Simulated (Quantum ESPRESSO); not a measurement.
# MnSi15 (Si32 Mn2 d4p50): which magnetic order is lowest, part 2 of 2

A self-consistent run ends on one state, which hangs on the start. Several orders of MnSi15 (Si32 Mn2 d4p50) are started in Quantum ESPRESSO and their energies compared.

Quantum ESPRESSO 7.5; PBE; plane waves with GBRV 1.5 PBE potentials, no spin-orbit coupling.

So far, absolute magnetization (μB): step 2 (start 1: ferro ++) 7.48.

**3. Run 2, typed as antiferro +−**

Input file pw.in:

```
&CONTROL
  calculation = 'scf'
  prefix = 'pwscf'
  outdir = './tmp'
  pseudo_dir = './pseudo'
  disk_io = 'nowf'
/
&SYSTEM
  ibrav = 0
  celldm(1) = 8
  nat = 32
  ntyp = 3
  ecutwfc = 40
  ecutrho = 280
  nbnd = 103
  occupations = 'smearing'
  smearing = 'fd'
  degauss = 0.00367493
  nspin = 2
  starting_magnetization(1) = 0.3
  starting_magnetization(2) = 0
  starting_magnetization(3) = -0.3
/
&ELECTRONS
  conv_thr = 6.4d-08
  electron_maxstep = 150
  mixing_beta = 0.3
/
ATOMIC_SPECIES
Mn1    54.9380 mn_pbe_v1.5.uspp.F.UPF
Si     28.0850 si_pbe_v1.uspp.F.UPF
Mn2    54.9380 mn_pbe_v1.5.uspp.F.UPF
CELL_PARAMETERS alat
   2.5657756457106    0.0000000000000    0.0000000000000
   0.0000000000000    2.5657756457106    0.0000000000000
   0.0000000000000    0.0000000000000    1.2828878228553
ATOMIC_POSITIONS crystal
Mn1     0.0000000000    0.0000000000    0.0000000000
Si      0.1250000000    0.1250000000    0.2500000000
Si      0.0000000000    0.2500000000    0.5000000000
Mn2     0.1250000000    0.3750000000    0.7500000000
Si      0.2500000000    0.0000000000    0.5000000000
Si      0.3750000000    0.1250000000    0.7500000000
Si      0.2500000000    0.2500000000    0.0000000000
Si      0.3750000000    0.3750000000    0.2500000000
Si      0.0000000000    0.5000000000    0.0000000000
Si      0.1250000000    0.6250000000    0.2500000000
Si      0.0000000000    0.7500000000    0.5000000000
Si      0.1250000000    0.8750000000    0.7500000000
Si      0.2500000000    0.5000000000    0.5000000000
Si      0.3750000000    0.6250000000    0.7500000000
Si      0.2500000000    0.7500000000    0.0000000000
Si      0.3750000000    0.8750000000    0.2500000000
Si      0.5000000000    0.0000000000    0.0000000000
Si      0.6250000000    0.1250000000    0.2500000000
Si      0.5000000000    0.2500000000    0.5000000000
Si      0.6250000000    0.3750000000    0.7500000000
Si      0.7500000000    0.0000000000    0.5000000000
Si      0.8750000000    0.1250000000    0.7500000000
Si      0.7500000000    0.2500000000    0.0000000000
Si      0.8750000000    0.3750000000    0.2500000000
Si      0.5000000000    0.5000000000    0.0000000000
Si      0.6250000000    0.6250000000    0.2500000000
Si      0.5000000000    0.7500000000    0.5000000000
Si      0.6250000000    0.8750000000    0.7500000000
Si      0.7500000000    0.5000000000    0.5000000000
Si      0.8750000000    0.6250000000    0.7500000000
Si      0.7500000000    0.7500000000    0.0000000000
Si      0.8750000000    0.8750000000    0.2500000000
K_POINTS automatic
3 3 5 0 0 0
```

Launch:

```console
$ OMP_NUM_THREADS=1 mpirun -n 4 pw.x -nk 4 -in pw.in > pw.out
```

Output:

```text
[banner, memory and clock lines left out]
Program PWSCF v.7.5 starts

     bravais-lattice index     =            0
     lattice parameter (alat)  =       8.0000  a.u.
     unit-cell volume          =    4324.1027 (a.u.)^3
     number of atoms/cell      =           32
     number of atomic types    =            3
     number of electrons       =       150.00
     number of Kohn-Sham states=          103
     kinetic-energy cutoff     =      40.0000  Ry
     charge density cutoff     =     280.0000  Ry
     scf convergence threshold =      6.4E-08
     mixing beta               =       0.3000
     number of iterations used =            8  plain     mixing
     Exchange-correlation=  SLA  PW   PBX  PBC
                           (   1   4   3   4   0   0   0)

     celldm(1)=   8.000000  celldm(2)=   0.000000  celldm(3)=   0.000000
     celldm(4)=   0.000000  celldm(5)=   0.000000  celldm(6)=   0.000000

     crystal axes: (cart. coord. in units of alat)
               a(1) = (   2.565776   0.000000   0.000000 )
               a(2) = (   0.000000   2.565776   0.000000 )
               a(3) = (   0.000000   0.000000   1.282888 )

     reciprocal axes: (cart. coord. in units 2 pi/alat)
               b(1) = (  0.389746  0.000000  0.000000 )
               b(2) = (  0.000000  0.389746  0.000000 )
               b(3) = (  0.000000  0.000000  0.779491 )

     PseudoPot. # 1 for Mn read from file:
     mn_pbe_v1.5.uspp.F.UPF
     Pseudo is Ultrasoft + core correction, Zval = 15.0

     PseudoPot. # 2 for Si read from file:
     si_pbe_v1.uspp.F.UPF
     Pseudo is Ultrasoft + core correction, Zval =  4.0

     PseudoPot. # 3 for Mn read from file:
     mn_pbe_v1.5.uspp.F.UPF
     Pseudo is Ultrasoft + core correction, Zval = 15.0

     atomic species   valence    mass     pseudopotential
     Mn1              15.00    54.93800     Mn( 1.00)
     Si                4.00    28.08500     Si( 1.00)
     Mn2              15.00    54.93800     Mn( 1.00)

     Starting magnetic structure
     atomic species   magnetization
     Mn1             0.300
     Si              0.000
     Mn2            -0.300

     No symmetry found

   Cartesian axes

     site n.     atom                  positions (alat units)
         1        Mn1    tau(   1) = (   0.0000000   0.0000000   0.0000000  )
         2        Si     tau(   2) = (   0.3207220   0.3207220   0.3207220  )
         3        Si     tau(   3) = (   0.0000000   0.6414439   0.6414439  )
         4        Mn2    tau(   4) = (   0.3207220   0.9621659   0.9621659  )
         5        Si     tau(   5) = (   0.6414439   0.0000000   0.6414439  )
         6        Si     tau(   6) = (   0.9621659   0.3207220   0.9621659  )
         7        Si     tau(   7) = (   0.6414439   0.6414439   0.0000000  )
         8        Si     tau(   8) = (   0.9621659   0.9621659   0.3207220  )
         9        Si     tau(   9) = (   0.0000000   1.2828878   0.0000000  )
        10        Si     tau(  10) = (   0.3207220   1.6036098   0.3207220  )
        11        Si     tau(  11) = (   0.0000000   1.9243317   0.6414439  )
        12        Si     tau(  12) = (   0.3207220   2.2450537   0.9621659  )
        13        Si     tau(  13) = (   0.6414439   1.2828878   0.6414439  )
        14        Si     tau(  14) = (   0.9621659   1.6036098   0.9621659  )
        15        Si     tau(  15) = (   0.6414439   1.9243317   0.0000000  )
        16        Si     tau(  16) = (   0.9621659   2.2450537   0.3207220  )
        17        Si     tau(  17) = (   1.2828878   0.0000000   0.0000000  )
        18        Si     tau(  18) = (   1.6036098   0.3207220   0.3207220  )
        19        Si     tau(  19) = (   1.2828878   0.6414439   0.6414439  )
        20        Si     tau(  20) = (   1.6036098   0.9621659   0.9621659  )
        21        Si     tau(  21) = (   1.9243317   0.0000000   0.6414439  )
        22        Si     tau(  22) = (   2.2450537   0.3207220   0.9621659  )
        23        Si     tau(  23) = (   1.9243317   0.6414439   0.0000000  )
        24        Si     tau(  24) = (   2.2450537   0.9621659   0.3207220  )
        25        Si     tau(  25) = (   1.2828878   1.2828878   0.0000000  )
        26        Si     tau(  26) = (   1.6036098   1.6036098   0.3207220  )
        27        Si     tau(  27) = (   1.2828878   1.9243317   0.6414439  )
        28        Si     tau(  28) = (   1.6036098   2.2450537   0.9621659  )
        29        Si     tau(  29) = (   1.9243317   1.2828878   0.6414439  )
        30        Si     tau(  30) = (   2.2450537   1.6036098   0.9621659  )
        31        Si     tau(  31) = (   1.9243317   1.9243317   0.0000000  )
        32        Si     tau(  32) = (   2.2450537   2.2450537   0.3207220  )

     number of k points=    23  Fermi-Dirac smearing, width (Ry)=  0.0037
                       cart. coord. in units 2pi/alat
        k(    1) = (   0.0000000   0.0000000   0.0000000), wk =   0.0222222
        k(    2) = (   0.0000000   0.0000000   0.1558983), wk =   0.0444444
        k(    3) = (   0.0000000   0.0000000   0.3117966), wk =   0.0444444
        k(    4) = (   0.0000000   0.1299152   0.0000000), wk =   0.0444444
        k(    5) = (   0.0000000   0.1299152   0.1558983), wk =   0.0444444
        [... 18 further k-points ...]

     Dense  grid:   342127 G-vectors     FFT dimensions: ( 120, 120,  60)

     Smooth grid:   147905 G-vectors     FFT dimensions: (  90,  90,  45)

     Check: negative core charge=   -0.000006
     Generating pointlists ...
     new r_m :   0.2291 (alat units)  1.8332 (a.u.) for type    1
     new r_m :   0.2291 (alat units)  1.8332 (a.u.) for type    2
     new r_m :   0.2291 (alat units)  1.8332 (a.u.) for type    3

     Initial potential from superposition of free atoms

     starting charge     148.9797, renormalised to     150.0000
     Starting wfcs are  146 randomized atomic wfcs

     Self-consistent Calculation

     iteration #  1     ecut=    40.00 Ry     beta= 0.30
     Davidson diagonalization with overlap
     ethr =  1.00E-02,  avg # of iterations =  3.0

     total energy              =    -707.97425304 Ry
     estimated scf accuracy    <       5.49603814 Ry

     total magnetization       =     0.00 Bohr mag/cell
     absolute magnetization    =     6.95 Bohr mag/cell

     iteration #  2     ecut=    40.00 Ry     beta= 0.30
     Davidson diagonalization with overlap
     ethr =  3.66E-03,  avg # of iterations =  4.1

     total energy              =    -705.69496987 Ry
     estimated scf accuracy    <      68.60346158 Ry

     total magnetization       =     0.00 Bohr mag/cell
     absolute magnetization    =     1.19 Bohr mag/cell

     [... further iterations left out ...]

     iteration # 17     ecut=    40.00 Ry     beta= 0.30
     Davidson diagonalization with overlap
     ethr =  1.50E-10,  avg # of iterations =  2.3

     total energy              =    -709.98362502 Ry
     estimated scf accuracy    <       0.00000008 Ry

     total magnetization       =    -0.00 Bohr mag/cell
     absolute magnetization    =     7.30 Bohr mag/cell

     iteration # 18     ecut=    40.00 Ry     beta= 0.30
     Davidson diagonalization with overlap
     ethr =  5.12E-11,  avg # of iterations =  3.7

     Magnetic moment per site  (integrated on atomic sphere of radius R)
     atom   1 (R=0.229)  charge= 12.9936  magn=  2.7484
     atom   2 (R=0.229)  charge=  1.8261  magn= -0.0560
     atom   3 (R=0.229)  charge=  1.8261  magn=  0.0560
     atom   4 (R=0.229)  charge= 12.9937  magn= -2.7486
     atom   5 (R=0.229)  charge=  1.8169  magn=  0.0084
     atom   6 (R=0.229)  charge=  1.8196  magn= -0.0040
     atom   7 (R=0.229)  charge=  1.8303  magn=  0.0590
     atom   8 (R=0.229)  charge=  1.8165  magn= -0.0088
     atom   9 (R=0.229)  charge=  1.8335  magn=  0.0527
     atom  10 (R=0.229)  charge=  1.8163  magn= -0.0087
     atom  11 (R=0.229)  charge=  1.8163  magn=  0.0087
     atom  12 (R=0.229)  charge=  1.8335  magn= -0.0527
     atom  13 (R=0.229)  charge=  1.8333  magn=  0.0546
     atom  14 (R=0.229)  charge=  1.8194  magn= -0.0068
     atom  15 (R=0.229)  charge=  1.8196  magn=  0.0058
     atom  16 (R=0.229)  charge=  1.8231  magn= -0.0007
     atom  17 (R=0.229)  charge=  1.8231  magn=  0.0030
     atom  18 (R=0.229)  charge=  1.8229  magn= -0.0006
     atom  19 (R=0.229)  charge=  1.8229  magn=  0.0006
     atom  20 (R=0.229)  charge=  1.8231  magn= -0.0030
     atom  21 (R=0.229)  charge=  1.8165  magn=  0.0088
     atom  22 (R=0.229)  charge=  1.8303  magn= -0.0590
     atom  23 (R=0.229)  charge=  1.8196  magn=  0.0040
     atom  24 (R=0.229)  charge=  1.8169  magn= -0.0084
     atom  25 (R=0.229)  charge=  1.8238  magn= -0.0009
     atom  26 (R=0.229)  charge=  1.8225  magn= -0.0027
     atom  27 (R=0.229)  charge=  1.8225  magn=  0.0027
     atom  28 (R=0.229)  charge=  1.8238  magn=  0.0009
     atom  29 (R=0.229)  charge=  1.8231  magn=  0.0007
     atom  30 (R=0.229)  charge=  1.8196  magn= -0.0058
     atom  31 (R=0.229)  charge=  1.8194  magn=  0.0068
     atom  32 (R=0.229)  charge=  1.8333  magn= -0.0546

     End of self-consistent calculation

     [... lines left out ...]
     the Fermi energy is     6.5326 ev

!    total energy              =    -709.98362518 Ry
     estimated scf accuracy    <       0.00000004 Ry
     smearing contrib. (-TS)   =      -0.00662626 Ry
     internal energy E=F+TS    =    -709.97699892 Ry

     The total energy is F=E-TS. E is the sum of the following terms:
     one-electron contribution =    -371.51490890 Ry
     hartree contribution      =     245.70058533 Ry
     xc contribution           =    -182.25075405 Ry
     ewald contribution        =    -401.91192130 Ry

     total magnetization       =    -0.00 Bohr mag/cell
     absolute magnetization    =     7.30 Bohr mag/cell

     convergence has been achieved in  18 iterations
```

Wall time 30 min (4 MPI ranks of Intel Xeon at 2.70GHz, shared host); peak memory 4.1 GiB.

Spin moment in the atom's sphere by element, in μB:

```tsv
element	atoms	mean	spread (r.m.s.)	least	largest
Mn	2	0.00	2.75	-2.75	2.75
Si	30	0.00	0.03	-0.06	0.06
```

The atoms farthest from the mean of their element:

```tsv
atom	x, y, z (Å)	spin moment in the atom's sphere (μB)
Mn1	0.00, 0.00, 0.00	2.75
Mn4	1.36, 4.07, 4.07	-2.75
Si7	2.72, 2.72, 0.00	0.06
Si22	9.50, 1.36, 4.07	-0.06
Si3	0.00, 2.72, 2.72	0.06
Si2	1.36, 1.36, 1.36	-0.06
Si32	9.50, 9.50, 1.36	-0.05
Si13	2.72, 5.43, 2.72	0.05
```

This step gave:

- smearing term TS: 0.09015 eV
- magnetization: 0 μB
- absolute magnetization: 7.3 μB
- final state: antiferromagnetic

**4. The states side by side**

An order is kept where moments of 0.15 μB or more survive with the typed signs; meshes match where a doubled cell samples the same k points as the first cell.

Orders:

```tsv
start	final state	typed order kept	energy over the lowest (meV a seeded atom)	largest site moment (μB)	net moment (μB a cell of the first run)	mesh matched	CPU time (s)
ferro ++	ferromagnetic	yes	0	2.818	5.98	yes	7101
antiferro +-	antiferromagnetic	yes	96.19	2.749	0	yes	7298
```

**5. Outcome**

```
lowest state found      : ferromagnetic (from ferro ++)
largest site moment     : 2.82 μB
next state with moments : antiferromagnetic, 96.2 meV a seeded atom higher
```

Only these 2 starts were compared; other wavevectors, canted and longer-period orders were not.

[Logs and program files are shortened in this print: banners, set-up blocks, solver, clock and traceback lines can be left out without a mark of their own.]

[Logs are printed without paths, hosts, clocks, repeated set-up lines and the standing remarks that a program may print on its own settings, such as how far it seeks lower states.]

[Hosts, paths, dates, database ids (printed as entryN), source tags and the programs' standing remarks are cut or masked in the printed files.]

[Where a cell is said to come from a database of computed structures, the database is the Materials Project.]
